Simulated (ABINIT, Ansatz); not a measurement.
**KHF2 (I4/mcm): one start, several treatments of the self-energy**

Wanted: the gap of KHF2 (I4/mcm) under several approximations, with cost.

Program: ABINIT 10.8.3. Level of theory: PBEsol and many-body steps on it, plane waves. Results are calculated unless marked as measured.

## 1. The structure

The structure is tetragonal, space group I4/mcm (No. 140). Conventional cell: a = 5.670 Å, b = 5.670 Å, c = 6.810 Å, α = 90.00°, β = 90.00°, γ = 90.00°. Nearest to K lie 8 F at 2.77 Å. Nearest to H lie 2 F at 1.13 Å. Nearest to F lie 1 H at 1.13 Å and 4 K at 2.77 Å. Farther neighbours and most contacts between anions are not listed.

As a file:

```cif
data_structure
_symmetry_space_group_name_H-M 'I4/mcm'
_symmetry_Int_Tables_number 140
_cell_length_a 5.6700
_cell_length_b 5.6700
_cell_length_c 6.8100
_cell_angle_alpha 90.000
_cell_angle_beta 90.000
_cell_angle_gamma 90.000
_cell_volume 218.93
loop_
_atom_site_label
_atom_site_type_symbol
_atom_site_symmetry_multiplicity
_atom_site_Wyckoff_symbol
_atom_site_fract_x
_atom_site_fract_y
_atom_site_fract_z
_atom_site_occupancy
K1 K 4 a 0.00000 0.00000 0.25000 1
H1 H 4 d 0.00000 0.50000 0.00000 1
F1 F 8 h 0.14080 0.64080 0.00000 1
```

The cell and positions come from the Crystallography Open Database and are kept as given unless a step says otherwise.

## 2. Empty states on the mesh, 2×2×2 mesh, 221 bands

This step: ABINIT 10.8.3; DFT, PBEsol, plane waves, norm-conserving pseudopotentials.

The sums over transitions need many empty states on a uniform mesh; this step solves for them.

File run.abi:

```
acell 3*1.0 Angstrom
rprim 
  -2.835000000000 2.835000000000 3.405000000000
  2.835000000000 -2.835000000000 3.405000000000
  2.835000000000 2.835000000000 -3.405000000000
ntypat 3
znucl 19 1 9
natom 8
typat 1 1 2 2 3 3 3 3
xred 
  0.250000000000 0.250000000000 -0.000000000000
  0.750000000000 0.750000000000 -0.000000000000
  0.500000000000 -0.000000000000 0.500000000000
  0.000000000000 0.500000000000 0.500000000000
  0.640800000000 0.140800000000 0.781600000000
  0.140800000000 0.359200000000 0.500000000000
  0.359200000000 0.859200000000 0.218400000000
  0.859200000000 0.640800000000 0.500000000000
pp_dirpath "pseudos"
pseudos "K.upf, H.upf, F.upf"
ecut 36
ngkpt 2 2 2
nshiftk 1
shiftk 0 0 0
kptopt 1
chksymbreak 0
iscf -2
irdden 1
istwfk *1
nband 221
nbdbuf 20
tolwfr 1e-09
nstep 60
prtvol 0
indata_prefix "in"
outdata_prefix "out"
tmpdata_prefix "tmp"
```

Command:

```
$ OMP_NUM_THREADS=1 mpirun -n 4 abinit run.abi > log
```

Numbers of over 12 decimals in the logs are rounded to 6 here.

What it wrote:

```text
.Version 10.8.3 of ABINIT. v10.8.2 released Aug 2026.

 Symmetries : space group I4/m c m (#140); Bravais tI (body-center tetrag.)
[... echo of the input left out ...]
== DATASET  1 ==================================================================
-   mpi_nproc: 4, omp_nthreads: 1 (-1 if OMP is not activated)

--- !DatasetInfo
iteration_state: {dtset: 1, }
dimensions: {natom: 8, nkpt: 4, mband: 221, nsppol: 1, nspinor: 1, nspden: 1, mpw: 7677, }
cutoff_energies: {ecut:  36.0, pawecutdg:  -1.0, }
[...]
2.86027    2.86292    2.86292    2.89376    2.91581    2.93817    2.93914    2.95599
   2.96262    2.96263    2.96346    2.96397    2.96397    2.98585    2.98804    2.99295
   2.99295    3.02900    3.03538    3.03707    3.07043
 prteigrs : prtvol=0 or 1, do not print more k-points.

== END DATASET(S) ==============================================================
================================================================================

 -outvars: echo values of variables after computation  --------
            nband         221
             nkpt           4
          spgroup         140
 [... the other variables as echoed above ...]

 Calculation completed.
```

Run time: 86 s. Hardware: 4 MPI ranks of Intel Xeon Platinum 8488C (Sapphire Rapids), shared host; peak memory 0.53 GiB.

This step gave:

```
gap                                                           : 7.017 eV
k of the valence top                                          : 0.5, 0.5, 0.5
k of the conduction bottom                                    : 0, 0, 0
least direct gap                                              : 7.072 eV
k points computed                                             : 4
lowest point of the top converged band, above the valence top : 76.3078 eV
```

On this mesh the gap is 7.017 eV.

The density comes from a self-consistent run that is not shown.

## 3. Screening, 2×2×2 mesh, 96 bands, screening to 114.3 eV

The RPA dielectric matrix is built and inverted for each q.

This step: RPA screening on PBEsol, plane waves, norm-conserving pseudopotentials.

run.abi: that of step 2 with these lines changed.

```diff
@@ -26,10 +26,11 @@
 chksymbreak 0
-iscf -2
-irdden 1
 istwfk *1
-nband 221
-nbdbuf 20
-tolwfr 1e-09
-nstep 60
-prtvol 0
+occopt 1
+irdwfk 1
+optdriver 3
+nband 96
+ecuteps 4.2
+inclvkb 2
+awtr 1
+symchi 1
 indata_prefix "in"
```

What it wrote:

```text
.Version 10.8.3 of ABINIT. v10.8.2 released Aug 2026.

 Symmetries : space group I4/m c m (#140); Bravais tI (body-center tetrag.)
[... echo of the input left out ...]
== DATASET  1 ==================================================================
-   mpi_nproc: 4, omp_nthreads: 1 (-1 if OMP is not activated)

--- !DatasetInfo
iteration_state: {dtset: 1, }
dimensions: {natom: 8, nkpt: 4, mband: 96, nsppol: 1, nspinor: 1, nspden: 1, mpw: 7677, }
cutoff_energies: {ecut:  36.0, pawecutdg:  -1.0, }
electrons: {nelect:   4.80000000E+01, charge:   0.00000000E+00, occopt:   1.00000000E+00, tsmear:   1.00000000E-02, }

 SCREENING: Calculation of the susceptibility and dielectric matrices

 Based on a program developped by R.W. Godby, V. Olevano, G. Onida, and L. Reining.
 Incorporated in ABINIT by V. Olevano, G.-M. Rignanese, and M. Torrent.
.Using double precision arithmetic ; gwpc =  8

[... cell and pseudopotentials left out ...]
--------------------------------------------------------------------------------

 ==== K-mesh for the wavefunctions ====
 Number of points in the irreducible wedge :     4
[... list of points left out ...]
 Together with 16 symmetry operations and time-reversal symmetry
 yields     8 points in the full Brillouin Zone.

 ==== Q-mesh for the screening function ====
 Number of points in the irreducible wedge :     4
[... list of points left out ...]
 Together with 16 symmetry operations and time-reversal symmetry
 yields     8 points in the full Brillouin Zone.

 setmesh: FFT mesh size selected  =    36x   36x   36
          total number of points  =        46656

 vcoul_init : cutoff-mode = AUXILIARY_FUNCTION
 q-points for optical limit:   1
     1)      0.000010    0.000020    0.000030

- screening: taking advantage of time-reversal symmetry
- Maximum band index for partially occupied states nbvw = 24
- Remaining bands to be divided among processors   nbcw = 72
- Number of bands treated by each node ~18

 Number of electrons calculated from density =   48.0000; Expected =   48.0000
 average of density, n =  0.064977
 r_s =    1.5431
 omega_plasma =   24.5887 [eV]

 calculating chi0 at frequencies [eV] :
  1    0.000000E+00    0.000000E+00
  2    0.000000E+00    2.458874E+01

--------------------------------------------------------------------------------
  q-point number  1        q = ( 0.000000, 0.000000, 0.000000) [r.l.u.]
--------------------------------------------------------------------------------
[... chi0 elements left out ...]
 For q-point:  0.000010 0.000020 0.000030
  dielectric constant =   1.8414
  dielectric constant without local fields =   1.9948

  Average fulfillment of the sum rule on Im[epsilon] for q-point    1 :     39.22  [%]
[... wings left out ...]
  q-point number  2        q = ( 0.500000, 0.000000, 0.000000) [r.l.u.]
--------------------------------------------------------------------------------
[... chi0 elements left out ...]
  Average fulfillment of the sum rule on Im[epsilon] for q-point    2 :     45.25  [%]

 [... 2 further q-points ...]
```

Run time: 23 s. Hardware: 4 MPI ranks; peak memory 1.1 GiB; 89 s of CPU time.

This step gave:

| Property | Result |
| --- | --- |
| ε∞ with local fields, on this mesh, along the program's q direction | 1.841 |
| the same without local fields | 1.995 |
| plasma frequency | 24.59 eV |
| plane waves in the screening matrix | 305 |

Local fields lower ε∞ by 8 %. On a Γ-centred mesh this coarse the value itself is usually too large, while a short band sum pulls it down.

## 4. G0W0, Godby-Needs plasmon pole

The self-energy is evaluated for the states that the input lists, and the levels follow from it, in one-shot runs by the linearised quasiparticle equation.

This step: G0W0 on PBEsol, plane waves, norm-conserving pseudopotentials.

run.abi: that of step 3 with these lines changed.

```diff
@@ -29,8 +29,17 @@
 irdwfk 1
-optdriver 3
+optdriver 4
 nband 96
+gwcalctyp 0
+ecutsigx 36
+symsigma 1
+nkptgw 2
+kptgw 
+  0.5000000000 0.5000000000 0.5000000000
+  0.0000000000 0.0000000000 0.0000000000
+bdgw 
+  22 26
+  22 26
 ecuteps 4.2
-inclvkb 2
-awtr 1
-symchi 1
+irdscr 1
+ppmodel 1
 indata_prefix "in"
```

What it wrote:

```text
.Version 10.8.3 of ABINIT. v10.8.2 released Aug 2026.

 Symmetries : space group I4/m c m (#140); Bravais tI (body-center tetrag.)
[... echo of the input left out ...]
== DATASET  1 ==================================================================
-   mpi_nproc: 4, omp_nthreads: 1 (-1 if OMP is not activated)

--- !DatasetInfo
iteration_state: {dtset: 1, }
dimensions: {natom: 8, nkpt: 4, mband: 96, nsppol: 1, nspinor: 1, nspden: 1, mpw: 7677, }
cutoff_energies: {ecut:  36.0, pawecutdg:  -1.0, }
electrons: {nelect:   4.80000000E+01, charge:   0.00000000E+00, occopt:   1.00000000E+00, tsmear:   1.00000000E-02, }

 SIGMA: Calculation of the GW corrections

 Based on a program developped by R.W. Godby, V. Olevano, G. Onida, and L. Reining.
 Incorporated in ABINIT by V. Olevano, G.-M. Rignanese, and M. Torrent.
.Using double precision arithmetic ; gwpc =  8

[... cell and pseudopotentials left out ...]
--------------------------------------------------------------------------------

 ==== K-mesh for the wavefunctions ====
 Number of points in the irreducible wedge :     4
[... list of points left out ...]
 Together with 16 symmetry operations and time-reversal symmetry
 yields     8 points in the full Brillouin Zone.

 ==== Q-mesh for screening function ====
 Number of points in the irreducible wedge :     4
[... list of points left out ...]
 Together with 16 symmetry operations and time-reversal symmetry
 yields     8 points in the full Brillouin Zone.

 vcoul_init : cutoff-mode = AUXILIARY_FUNCTION
 q-points for optical limit:   1
     1)      0.000010    0.000020    0.000030
 setmesh: FFT mesh size selected  =    60x   60x   60
          total number of points  =       216000

 Number of electrons calculated from density =   48.0000; Expected =   48.0000
 average of density, n =  0.064977
 r_s =    1.5431
 omega_plasma =   24.5887 [eV]

 === KS Band Gaps ===
  >>>> For spin  1
   Minimum direct gap =   7.0720 [eV], located at k-point      :   0.0000  0.0000  0.0000
   Fundamental gap    =   7.0173 [eV], Top of valence bands at :   0.5000  0.5000  0.5000
                                       Bottom of conduction at :   0.0000  0.0000  0.0000
 SIGMA fundamental parameters:
 PLASMON POLE MODEL  1
 number of plane-waves for SigmaX                 7677
 number of plane-waves for SigmaC and W            305
 number of plane-waves for wavefunctions          7677
 number of bands                                    96
 number of independent spin polarizations            1
 number of spinorial components                      1
 number of k-points in IBZ                           4
 number of q-points in IBZ                           4
 number of symmetry operations                      16
 number of k-points in BZ                            8
 number of q-points in BZ                            8
 number of frequencies for dSigma/dE                 9
 frequency step for dSigma/dE [eV]                0.25
 number of omega for Sigma on real axis              0
 max omega for Sigma on real axis  [eV]           0.00
 zcut for avoiding poles [eV]                     0.10

 EPSILON^-1 parameters (SCR file):
 dimension of the eps^-1 matrix on file            305
 dimension of the eps^-1 matrix used               305
 number of plane-waves for wavefunctions          7677
 number of bands                                    96
 number of q-points in IBZ                           4
 number of frequencies                               2
 number of real frequencies                          1
 number of imag frequencies                          1

 matrix elements of self-energy operator (all in [eV])

 Perturbative Calculation

--- !SelfEnergy_ee
iteration_state: {dtset: 1, }
kpoint     : [   0.500,    0.500,    0.500, ]
spin       : 1
KS_gap     :    9.533
QP_gap     :   14.129
Delta_QP_KS:    4.596
data: !SigmaeeData |
     Band     E0 <VxcDFT>   SigX SigC(E0)      Z dSigC/dE  Sig(E)    E-E0       E
       22  -1.662 -22.718 -29.585   4.471   0.833  -0.200 -24.715  -1.997  -3.659
       23  -1.662 -22.718 -29.585   4.471   0.833  -0.200 -24.715  -1.997  -3.659
       24  -1.443 -22.344 -29.830   4.844   0.827  -0.209 -24.529  -2.185  -3.628
       25   8.090  -9.278  -4.422  -2.202   0.908  -0.101  -6.867   2.411  10.501
       26   8.690 -11.234  -6.628  -1.965   0.896  -0.116  -8.867   2.367  11.057

--- !SelfEnergy_ee
iteration_state: {dtset: 1, }
kpoint     : [   0.000,    0.000,    0.000, ]
spin       : 1
KS_gap     :    7.072
QP_gap     :   11.007
Delta_QP_KS:    3.935
data: !SigmaeeData |
     Band     E0 <VxcDFT>   SigX SigC(E0)      Z dSigC/dE  Sig(E)    E-E0       E
       22  -1.608 -22.775 -29.709   4.524   0.833  -0.201 -24.782  -2.007  -3.615
       23  -1.608 -22.775 -29.709   4.524   0.833  -0.201 -24.782  -2.007  -3.615
       24  -1.498 -22.194 -29.667   4.822   0.828  -0.208 -24.389  -2.195  -3.692
       25   5.574  -8.571  -4.337  -2.320   0.910  -0.099  -6.830   1.741   7.315
       26   8.373 -10.112  -4.589  -2.302   0.906  -0.104  -7.195   2.918  11.290

== END DATASET(S) ==============================================================
================================================================================

 -outvars: echo values of variables after computation  --------
           etotal      0.0000000000E+00
            nband          96
             nkpt           4
          spgroup         140
 [... the other variables as echoed above ...]

 Calculation completed.
```

The job ended after 8.3 s (4 MPI ranks; peak memory 0.83 GiB; 32 s of CPU time).

This step gave:

| Quantity | Value |
| --- | --- |
| G0W0 gap on the points computed | 10.93 eV |
| starting gap on the mesh | 7.017 eV |
| k of the valence top | 0, 0, 0 |
| k of the conduction bottom | 0, 0, 0 |
| Z at the valence top | 0.833 |
| Z at the conduction bottom | 0.91 |
| least direct G0W0 gap on the computed points | 10.93 eV |

The gap on the mesh goes from 7.02 eV to 10.93 eV, a correction of +3.91 eV.

## 5. G0W0, Hybertsen-Louie plasmon pole

run.abi: that of step 4 with these lines changed.

```diff
@@ -43,3 +43,3 @@
 irdscr 1
-ppmodel 1
+ppmodel 2
 indata_prefix "in"
```

What it wrote:

```text
.Version 10.8.3 of ABINIT. v10.8.2 released Aug 2026.

 Symmetries : space group I4/m c m (#140); Bravais tI (body-center tetrag.)
[... echo of the input left out ...]
== DATASET  1 ==================================================================
-   mpi_nproc: 4, omp_nthreads: 1 (-1 if OMP is not activated)

--- !DatasetInfo
iteration_state: {dtset: 1, }
dimensions: {natom: 8, nkpt: 4, mband: 96, nsppol: 1, nspinor: 1, nspden: 1, mpw: 7677, }
cutoff_energies: {ecut:  36.0, pawecutdg:  -1.0, }
electrons: {nelect:   4.80000000E+01, charge:   0.00000000E+00, occopt:   1.00000000E+00, tsmear:   1.00000000E-02, }

 SIGMA: Calculation of the GW corrections

 Based on a program developped by R.W. Godby, V. Olevano, G. Onida, and L. Reining.
 Incorporated in ABINIT by V. Olevano, G.-M. Rignanese, and M. Torrent.
.Using double precision arithmetic ; gwpc =  8

[... cell and pseudopotentials left out ...]
--------------------------------------------------------------------------------

 ==== K-mesh for the wavefunctions ====
 Number of points in the irreducible wedge :     4
[... list of points left out ...]
 Together with 16 symmetry operations and time-reversal symmetry
 yields     8 points in the full Brillouin Zone.

 ==== Q-mesh for screening function ====
 Number of points in the irreducible wedge :     4
[... list of points left out ...]
 Together with 16 symmetry operations and time-reversal symmetry
 yields     8 points in the full Brillouin Zone.

 vcoul_init : cutoff-mode = AUXILIARY_FUNCTION
 q-points for optical limit:   1
     1)      0.000010    0.000020    0.000030
 setmesh: FFT mesh size selected  =    60x   60x   60
          total number of points  =       216000

 Number of electrons calculated from density =   48.0000; Expected =   48.0000
[...]
number of omega for Sigma on real axis              0
 max omega for Sigma on real axis  [eV]           0.00
 zcut for avoiding poles [eV]                     0.10

 EPSILON^-1 parameters (SCR file):
 dimension of the eps^-1 matrix on file            305
 dimension of the eps^-1 matrix used               305
 number of plane-waves for wavefunctions          7677
 number of bands                                    96
 number of q-points in IBZ                           4
 number of frequencies                               2
 number of real frequencies                          1
 number of imag frequencies                          1

 matrix elements of self-energy operator (all in [eV])

 Perturbative Calculation

--- !SelfEnergy_ee
iteration_state: {dtset: 1, }
kpoint     : [   0.500,    0.500,    0.500, ]
spin       : 1
KS_gap     :    9.533
QP_gap     :   14.933
Delta_QP_KS:    5.400
data: !SigmaeeData |
     Band     E0 <VxcDFT>   SigX SigC(E0)      Z dSigC/dE  Sig(E)    E-E0       E
       22  -1.662 -22.718 -29.585   3.896   0.905  -0.106 -25.405  -2.687  -4.349
       23  -1.662 -22.718 -29.585   3.896   0.905  -0.106 -25.405  -2.687  -4.349
       24  -1.443 -22.344 -29.830   4.086   0.903  -0.108 -25.414  -3.070  -4.513
[...]
--- !SelfEnergy_ee
iteration_state: {dtset: 1, }
kpoint     : [   0.000,    0.000,    0.000, ]
spin       : 1
KS_gap     :    7.072
QP_gap     :   11.783
Delta_QP_KS:    4.711
data: !SigmaeeData |
     Band     E0 <VxcDFT>   SigX SigC(E0)      Z dSigC/dE  Sig(E)    E-E0       E
[...]
25   5.574  -8.571  -4.337  -2.488   0.935  -0.069  -6.938   1.633   7.207
       26   8.373 -10.112  -4.589  -2.457   0.930  -0.075  -7.261   2.852  11.224

== END DATASET(S) ==============================================================
================================================================================

 -outvars: echo values of variables after computation  --------
           etotal      0.0000000000E+00
            nband          96
             nkpt           4
          spgroup         140
 [... the other variables as echoed above ...]

 Calculation completed.
```

The job ended after 7.9 s (4 MPI ranks; peak memory 0.82 GiB; 31 s of CPU time).

Numbers from this step:

```yaml
g0w0_gap_on_the_points_computed: 11.53 eV
starting_gap_on_the_mesh: 7.017 eV
k_of_the_valence_top: 0, 0, 0
k_of_the_conduction_bottom: 0, 0, 0
z_at_the_valence_top: 0.904
z_at_the_conduction_bottom: 0.935
least_direct_g0w0_gap_on_the_computed_points: 11.53 eV
```

Against G0W0 in ABINIT (2×2×2 mesh, 96 bands, screening to 114.3 eV, Godby-Needs plasmon pole), the gap moves by +0.603 eV.

## 6. G0W0, Engel-Farid plasmon pole

run.abi: that of step 5 with these lines changed.

```diff
@@ -43,3 +43,3 @@
 irdscr 1
-ppmodel 2
+ppmodel 4
 indata_prefix "in"
```

What it wrote:

```text
.Version 10.8.3 of ABINIT. v10.8.2 released Aug 2026.

 Symmetries : space group I4/m c m (#140); Bravais tI (body-center tetrag.)
[... echo of the input left out ...]
== DATASET  1 ==================================================================
-   mpi_nproc: 4, omp_nthreads: 1 (-1 if OMP is not activated)

--- !DatasetInfo
iteration_state: {dtset: 1, }
dimensions: {natom: 8, nkpt: 4, mband: 96, nsppol: 1, nspinor: 1, nspden: 1, mpw: 7677, }
cutoff_energies: {ecut:  36.0, pawecutdg:  -1.0, }
[...]
Band     E0 <VxcDFT>   SigX SigC(E0)      Z dSigC/dE  Sig(E)    E-E0       E
[...]
25   5.574  -8.571  -4.337  -2.386   0.918  -0.089  -6.874   1.697   7.271
       26   8.373 -10.112  -4.589  -2.331   0.915  -0.093  -7.191   2.921  11.294

== END DATASET(S) ==============================================================
================================================================================

 -outvars: echo values of variables after computation  --------
           etotal      0.0000000000E+00
            nband          96
             nkpt           4
          spgroup         140
 [... the other variables as echoed above ...]

 Calculation completed.
```

The job ended after 6.2 s (4 MPI ranks; peak memory 0.8 GiB; 24 s of CPU time).

Numbers from this step:

* G0W0 gap on the points computed: 10.90 eV
* starting gap on the mesh: 7.017 eV
* k of the valence top: 0, 0, 0
* k of the conduction bottom: 0, 0, 0
* least direct G0W0 gap on the computed points: 10.90 eV

Against G0W0 in ABINIT (2×2×2 mesh, 96 bands, screening to 114.3 eV, Godby-Needs plasmon pole), the gap moves by −0.031 eV.

(Continued in part 2 of 2.)

[Paths, hosts, dates, memory and timing lines, banners, echoed tables and standing remarks are left out of the program output.]

[Logs are printed without paths, hosts, clocks, repeated set-up lines and the standing remarks that a program may print on its own settings, such as how far it seeks lower states.]

[Runs of the session that timed out or met a known fault of the program may be left out.]

[No measured gap is set beside runs whose start may be inverted or whose files or cutoffs have a known fault.]

[Hosts, paths, dates, database ids (printed as entryN), source tags and the programs' standing remarks are cut or masked in the printed files.]

[G0W0 gaps are taken among the corrected bands and points alone; a level outside them can change the order at an edge.]

[Where Ansatz stands beside ABINIT at settings called matched, ABINIT's density can come from a denser mesh and the files from another edition; pairs whose starting gaps differed by over 0.03 eV were left out, so agreement reads better than it is.]
